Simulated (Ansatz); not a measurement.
# Quasiparticle gap of Bi3O4Cl (C2/c), part 2 of 2

Aim: the quasiparticle gap of Bi3O4Cl (C2/c), starting from LDA.

Ansatz 0.2.0; LDA, then G0W0 on it, plane waves, PAW. Known limits of the many-body steps: finite bands, screening cutoff and k mesh; no spin-orbit coupling in G0W0.

So far. Step 2 (Bands along the symmetry lines): Over mesh and path the gap is 2.476 eV, from k = (-0.500, 0.000, 0.000) to k = (-0.500, -0.500, 0.000). The least direct gap found is 2.513 eV, at k = (-0.500, -0.500, 0.000).

### 3. The quasiparticle correction

G0W0 replaces the xc potential by a self-energy built once from the orbitals of the start. Levels are corrected in the window of bands that the input names, at points of the mesh.

This step: G0W0 on LDA, plane waves, PAW.

File input.yaml:

```yaml
crystal:
  lattice:
    - [9.6406818171, -2.8238, 0.0]
    - [9.6406818171, 2.8238, 0.0]
    - [-1.5365156966, 0.0, 5.484222887]
  atoms:
    - { symbol: Bi, position: [0.2925, 0.7075, 0.75] }
    - { symbol: Bi, position: [0.7075, 0.2925, 0.25] }
    - { symbol: Bi, position: [0.93879, 0.35443, 0.9332] }
    - { symbol: Bi, position: [0.64557, 0.06121, 0.5668] }
    - { symbol: Bi, position: [0.06121, 0.64557, 0.0668] }
    - { symbol: Bi, position: [0.35443, 0.93879, 0.4332] }
    - { symbol: Cl, position: [0.0, 0.5, 0.5] }
    - { symbol: Cl, position: [0.5, 0.0, 0.0] }
    - { symbol: O, position: [0.055, 0.1312, 0.6074] }
    - { symbol: O, position: [0.8688, 0.945, 0.8926] }
    - { symbol: O, position: [0.945, 0.8688, 0.3926] }
    - { symbol: O, position: [0.1312, 0.055, 0.1074] }
    - { symbol: O, position: [0.4988, 0.6314, 0.4794] }
    - { symbol: O, position: [0.3686, 0.5012, 0.0206] }
    - { symbol: O, position: [0.5012, 0.3686, 0.5206] }
    - { symbol: O, position: [0.6314, 0.4988, 0.9794] }
kpoints:
  mp_grid: { grid: [4, 4, 4] }
hamiltonian:
  xc: lda
  pseudopotentials: { kind: paw, source: ansatz }
scf:
  occupations: { method: fixed }
gw:
  n_empty_bands: 678
  ecut_chi: 100.0
  qp_bands: [v4, c4]
  qp_kpoints: band_edges
  screening: { model: contour_deformation }
```

Launch:

```bash
$ ansatz run input.yaml --threads 16 --pin off --max-ram 82944MiB --backend cuda --events-out ev --progress --plain --runs-dir out --devices 1 --max-vram 78GiB
```

Numbers of over 12 decimals in the logs are rounded to 6 here.

The program printed:

```text
GPUs: using 1 of 1 available (devices: 1).
[...]
concurrent solve slots: 12 of 16 are kept, ahead of what memory takes: no pass of the eigensolver takes more rounds on 12
[...]
Crystal: 16 atoms, lattice volume = 298.598 Å³
Basis set: ecut = 930 eV, 19203 PW (Γ)
Bands: 120, of which v1, the nominal top of the filled ones, is band 100 counted from 1 (99 counted from 0)
Symmetry: 4 space group operations
[...]
k-points: 24 of 64
[...]
SCF iter   1: F=—  HF=-101092.459642 eV  |F-HF|=—  |Δ(HF+E_count)|=         —  Δρ=5.56e-2  dr2=8.05e0  ethr=3.10e-3  ⟨swp⟩=5.0  Hψ=8596  notcnv=0  defer=412
[...]
SCF iter   6: F=—  HF=-101089.502244 eV  |F-HF|=—  |Δ(HF+E_count)|=   1.17e-3  Δρ=3.59e-4  dr2=3.34e-4  ethr=3.89e-6  ⟨swp⟩=2.0  Hψ=3421  notcnv=0  defer=432
[...]
SCF iter   8: F=—  HF=-101089.502367 eV  |F-HF|=—  |Δ(HF+E_count)|=   7.27e-6  Δρ=3.30e-5  dr2=3.51e-6  ethr=2.18e-8  ⟨swp⟩=2.0  Hψ=3531  notcnv=0  defer=328
[...]
SCF iter  10: F=-101089.502368 eV  HF=-101089.502368 eV  |F-HF|=1.26e-8  |Δ(HF+E_count)|=   5.99e-7  Δρ=5.52e-6  dr2=9.59e-8  ethr=5.00e-11  ⟨swp⟩=10.1  Hψ=13342  notcnv=0
SCF 1 converged in 10 iterations: F = -101089.502368 eV  dr2 = 9.59e-8
[...]
SCF converged after 10 iterations
[...]
16   104     12.3836   -10.8094    -3.6001   -15.3344  0.7918    13.3199    13.3085  root
    17    97      7.5096   -24.6274     4.4082   -19.9557  0.7287     7.2449     7.2461  root
    17    98      7.8299   -22.9482     3.2753   -19.3979  0.7481     7.5538     7.5549  root
    17    99      7.9233   -23.7497     3.5114   -20.0660  0.7464     7.7506     7.7510  root
    17   100      8.2424   -24.1023     3.4150   -20.5851  0.7471     8.1400     8.1402  root
    17   101     11.6607    -9.9070    -3.5983   -14.3572  0.8060    12.5208    12.5125  root
    17   102     11.9281   -10.9391    -3.4471   -15.2724  0.7951    12.8237    12.8144  root
    17   103     12.0281   -10.6852    -3.5499   -15.1449  0.7960    12.9482    12.9379  root
    17   104     12.1016   -10.6825    -3.5831   -15.1611  0.7945    13.0072    12.9970  root
    18    97      7.5452   -24.3753     4.1651   -19.9747  0.7334     7.3086     7.3096  root
    18    98      7.5600   -22.5140     3.4040   -18.7326  0.7454     7.1802     7.1826  root
    18    99      7.6860   -24.1351     3.7462   -20.1872  0.7416     7.4836     7.4843  root
    18   100      8.3857   -24.0067     3.2595   -20.6737  0.7496     8.3121     8.3122  root
    18   101     11.4856    -9.6279    -3.5109   -13.9526  0.8067    12.3067    12.2994  root
    18   102     11.8896   -10.3305    -3.5427   -14.7539  0.7989    12.7796    12.7703  root
    18   103     12.2369   -10.6655    -3.6314   -15.2404  0.7918    13.1922    13.1804  root
    18   104     12.3124   -10.1827    -3.6729   -14.7762  0.7936    13.2444    13.2330  root
    19    97      7.5972   -23.3189     3.5605   -19.4689  0.7438     7.3063     7.3076  root
    19    98      7.7429   -22.6972     3.1663   -19.2279  0.7507     7.4384     7.4398  root
    19    99      7.8553   -23.9334     3.7077   -20.0191  0.7426     7.6481     7.6488  root
    19   100      8.3435   -24.3216     3.4675   -20.7694  0.7463     8.2587     8.2588  root
    19   101     11.5719   -10.3145    -3.3793   -14.5269  0.8004    12.4126    12.4050  root
    19   102     11.6995   -10.5763    -3.3969   -14.8387  0.7954    12.5737    12.5650  root
    19   103     12.0504   -10.5881    -3.5652   -15.0550  0.7982    12.9620    12.9521  root
    19   104     12.2403   -10.9040    -3.6020   -15.4429  0.7930    13.1886    13.1772  root
    20    97      7.8222   -22.7391     3.0671   -19.3881  0.7528     7.5371     7.5383  root
    20    98      7.8222   -22.7391     3.0671   -19.3881  0.7528     7.5371     7.5383  root
    20    99      8.1978   -24.3465     3.6558   -20.5500  0.7436     8.0569     8.0572  root
    20   100      8.1978   -24.3465     3.6558   -20.5500  0.7436     8.0569     8.0572  root
    20   101     11.3919   -10.6218    -3.1855   -14.6385  0.7956    12.2305    12.2231  root
    20   102     11.3919   -10.6218    -3.1855   -14.6385  0.7956    12.2305    12.2231  root
    20   103     12.4496   -11.2464    -3.6196   -15.8026  0.7930    13.3979    13.3862  root
    20   104     12.4496   -11.2464    -3.6196   -15.8026  0.7930    13.3979    13.3862  root
    21    97      7.6469   -25.6886     4.9628   -20.4815  0.7196     7.4015     7.4026  root
    21    98      7.6769   -25.2366     4.6090   -20.3986  0.7259     7.4470     7.4480  root
    21    99      7.9575   -23.5119     3.4514   -19.8974  0.7481     7.7940     7.7944  root
    21   100      8.3478   -23.3224     2.9023   -20.3203  0.7559     8.2479     8.2481  root
    21   101     10.8651   -10.3085    -3.4212   -14.5547  0.8145    11.6964    11.6901  root
    21   102     11.6589   -10.2360    -3.4313   -14.5536  0.7968    12.5543    12.5451  root
    21   103     11.8357   -10.2314    -3.4577   -14.5842  0.7973    12.7404    12.7308  root
[...]
22   101     11.6123   -10.2488    -3.4898   -14.5868  0.8023    12.4687    12.4606  root
    22   102     11.6921   -11.1325    -3.3867   -15.3966  0.8008    12.5779    12.5695  root
    22   103     11.8049   -10.0531    -3.5755   -14.5169  0.8039    12.7023    12.6932  root
    22   104     12.2363   -10.6120    -3.6535   -15.1877  0.7911    13.1698    13.1584  root
    23    97      7.7628   -23.2008     3.5541   -19.3370  0.7431     7.4515     7.4530  root
    23    98      7.7628   -23.2008     3.5541   -19.3370  0.7431     7.4515     7.4530  root
    23    99      8.0144   -23.8173     3.3781   -20.3089  0.7482     7.8838     7.8841  root
    23   100      8.0144   -23.8173     3.3781   -20.3089  0.7482     7.8838     7.8841  root
    23   101     11.8439    -9.8948    -3.5208   -14.2700  0.7993    12.7070    12.6983  root
    23   102     11.8439    -9.8948    -3.5208   -14.2700  0.7993    12.7070    12.6983  root
    23   103     12.2488   -10.6760    -3.6876   -15.3046  0.7934    13.2017    13.1898  root
    23   104     12.2488   -10.6760    -3.6876   -15.3046  0.7934    13.2017    13.1898  root
```

The job ended after 5.9 min (1 × NVIDIA GB200 (shared by 2 runs) with 16 threads of Arm Neoverse V2, shared host; peak memory 10 GiB).

This step gave:

```yaml
bands_summed: 778
rpa_eps_infinity_on_this_mesh_eigenvalues: 5.342, 5.367, 5.547
plane_waves_in_the_screening_matrix: 693
q_points_in_the_mesh: 64
g0w0_gap_over_the_corrected_points: 3.377 eV
k_of_the_valence_top: 0, -0.5, 0
k_of_the_conduction_bottom: -0.5, -0.5, 0
starting_gap_on_the_mesh: 2.479 eV
z_at_the_valence_top: 0.7496
z_at_the_conduction_bottom: 0.8145
least_direct_g0w0_gap_over_the_corrected_points: 3.442 eV
```

Over all 24 irreducible mesh points the G0W0 gap is 3.377 eV, from k = (0.000, -0.500, 0.000) to k = (-0.500, -0.500, 0.000). The LDA gap of this run on the mesh is 2.479 eV. The two states that bound the G0W0 gap lie that far apart at the start, so the correction of the gap is 3.377 − 2.479 = +0.898 eV. The start of this run differs from the step before in files (soft_2 PAW and hard PAW) and plane-wave cutoff (420 eV and 930 eV).

Labels follow the order of the start: v1 is the top filled band, c1 the lowest empty one; levels that stay degenerate share a row, the window can cut a multiplet, doubted levels are not marked in this list, bands outside the window were not corrected, and the list may be a part of the corrected levels. Levels before and after the correction, in eV, zero at the valence-band top of each column:

|  | conduction bottom | valence top |
| --- | --- | --- |
| Kohn-Sham | 2.48 | 0.00 |
| G0W0 | 3.38 | 0.00 |

```csv
,level,occupation,energy (eV)
Kohn-Sham,(0 -0.5 0) v3,2,-0.810
Kohn-Sham,(0 -0.5 0) v2,2,-0.699
Kohn-Sham,(0 -0.5 0) v1,2,0.000
Kohn-Sham,(0 -0.5 0) c1,0,3.086
Kohn-Sham,(0 -0.5 0) c2,0,3.572
Kohn-Sham,(0 -0.5 0) c3,0,3.787
Kohn-Sham,(-0.5 -0.5 0) v3,2,-0.709
Kohn-Sham,(-0.5 -0.5 0) v2,2,-0.429
Kohn-Sham,(-0.5 -0.5 0) v1,2,-0.038
Kohn-Sham,(-0.5 -0.5 0) c1,0,2.479
Kohn-Sham,(-0.5 -0.5 0) c2,0,3.273
Kohn-Sham,(-0.5 -0.5 0) c3,0,3.450
G0W0,(0 -0.5 0) v3,2,-1.113
G0W0,(0 -0.5 0) v2,2,-0.823
G0W0,(0 -0.5 0) v1,2,0.000
G0W0,(0 -0.5 0) c1,0,3.978
G0W0,(0 -0.5 0) c2,0,4.527
G0W0,(0 -0.5 0) c3,0,4.785
G0W0,(-0.5 -0.5 0) v3,2,-0.866
G0W0,(-0.5 -0.5 0) v2,2,-0.519
G0W0,(-0.5 -0.5 0) v1,2,-0.065
G0W0,(-0.5 -0.5 0) c1,0,3.377
G0W0,(-0.5 -0.5 0) c2,0,4.232
G0W0,(-0.5 -0.5 0) c3,0,4.417
```

The parts of the quasiparticle energy for the two states that bound the G0W0 gap, in eV on the run's own scale (QP = start + Σx + Σc − Vxc, with Σc at the quasiparticle energy):

```csv
edge,k,band,start,Σx,Σc,Vxc,Z,QP
valence top,"(0.000, -0.500, 0.000)",100,8.386,−24.017,3.262,−20.683,0.750,8.314
conduction bottom,"(-0.500, -0.500, 0.000)",101,10.865,−10.309,−3.421,−14.555,0.815,11.690
```

### 4. Side by side

Each gap is the least one over the points named; times are wall times on shared hosts, not benchmarks. A G0W0 time includes the run's own self-consistent start. Symmetry makes (-0.500, 0.000, 0.000) and (0.000, -0.500, 0.000) one point.

```
   level   mesh       files, cutoff  bands summed, screening                          points  gap (eV)             valence top        conduction bottom  least direct gap (eV)     time
     LDA  4×4×4  soft_2 PAW, 420 eV                        -                   mesh and path     2.476  (-0.500, 0.000, 0.000)  (-0.500, -0.500, 0.000)                  2.513    1.9 s
G0W0@LDA  4×4×4    hard PAW, 930 eV              778, 100 eV  all 24 irreducible mesh points     3.377  (0.000, -0.500, 0.000)  (-0.500, -0.500, 0.000)                  3.442  5.9 min
```

### 5. Outcome

| Quantity | Value |
| --- | --- |
| LDA gap over mesh and path | 2.476 eV, from k = (-0.500, 0.000, 0.000) to k = (-0.500, -0.500, 0.000) |
| G0W0@LDA gap over all 24 irreducible mesh points | 3.377 eV, from k = (0.000, -0.500, 0.000) to k = (-0.500, -0.500, 0.000) |
| GW settings | 4×4×4 mesh, 678 empty bands, screening to 100 eV, hard PAW files |
| known limits | finite bands, screening cutoff and k mesh; no spin-orbit coupling in G0W0 |

Over all 24 irreducible mesh points the G0W0 gap is 3.377 eV, from k = (0.000, -0.500, 0.000) to k = (-0.500, -0.500, 0.000). The LDA gap of this run on the mesh is 2.479 eV. The two states that bound the G0W0 gap lie that far apart at the start, so the correction of the gap is 3.377 − 2.479 = +0.898 eV. The valence state moves by 8.314 − 8.386 = −0.072 eV and the conduction state by 11.690 − 10.865 = +0.825 eV, on the run's own scale; how far single levels stand from their limit in bands is not shown. Both edges that LDA shows over mesh and path lie at k points where levels were corrected. Levels at other points were not corrected, so a lower G0W0 gap elsewhere in the zone is not ruled out. No second run with other bands and screening cutoff is shown, so the distance to the basis limit is not known. The G0W0 runs are scalar-relativistic; no run with spin-orbit coupling is shown, so its effect in this cell, which holds Bi, is not known. No pair of G0W0 runs that differ in the mesh alone is shown (4×4×4 is a supercell whose nearest images lie 23 Å apart), so the error from the mesh is not known here. G0W0 is shown with one set of atomic data (hard PAW), so the error from the files is not known here.

[Paths, hosts, dates, memory and timing lines, banners, echoed tables and standing remarks are left out of the program output.]

[Logs are printed without paths, hosts, clocks, repeated set-up lines and the standing remarks that a program may print on its own settings, such as how far it seeks lower states.]

[Runs of the session that timed out or met a known fault of the program may be left out.]

[Cells called generated may have been cut or substituted from an entry of the Crystallography Open Database or the Materials Project.]

[Hosts, paths, dates, database ids (printed as entryN), source tags and the programs' standing remarks are cut or masked in the printed files.]

[Where an RPA ε∞ is given, it is that of the G0W0 mesh and is not shown converged in it. Names of k-points follow the symmetry that the program found, which can be lower than the space group named. Band edges on a path are those of the sampled points; other points can move an edge, and change direct to indirect where valleys lie close.]

[Hybrid gaps are those of their k-mesh and are not shown converged in it.]
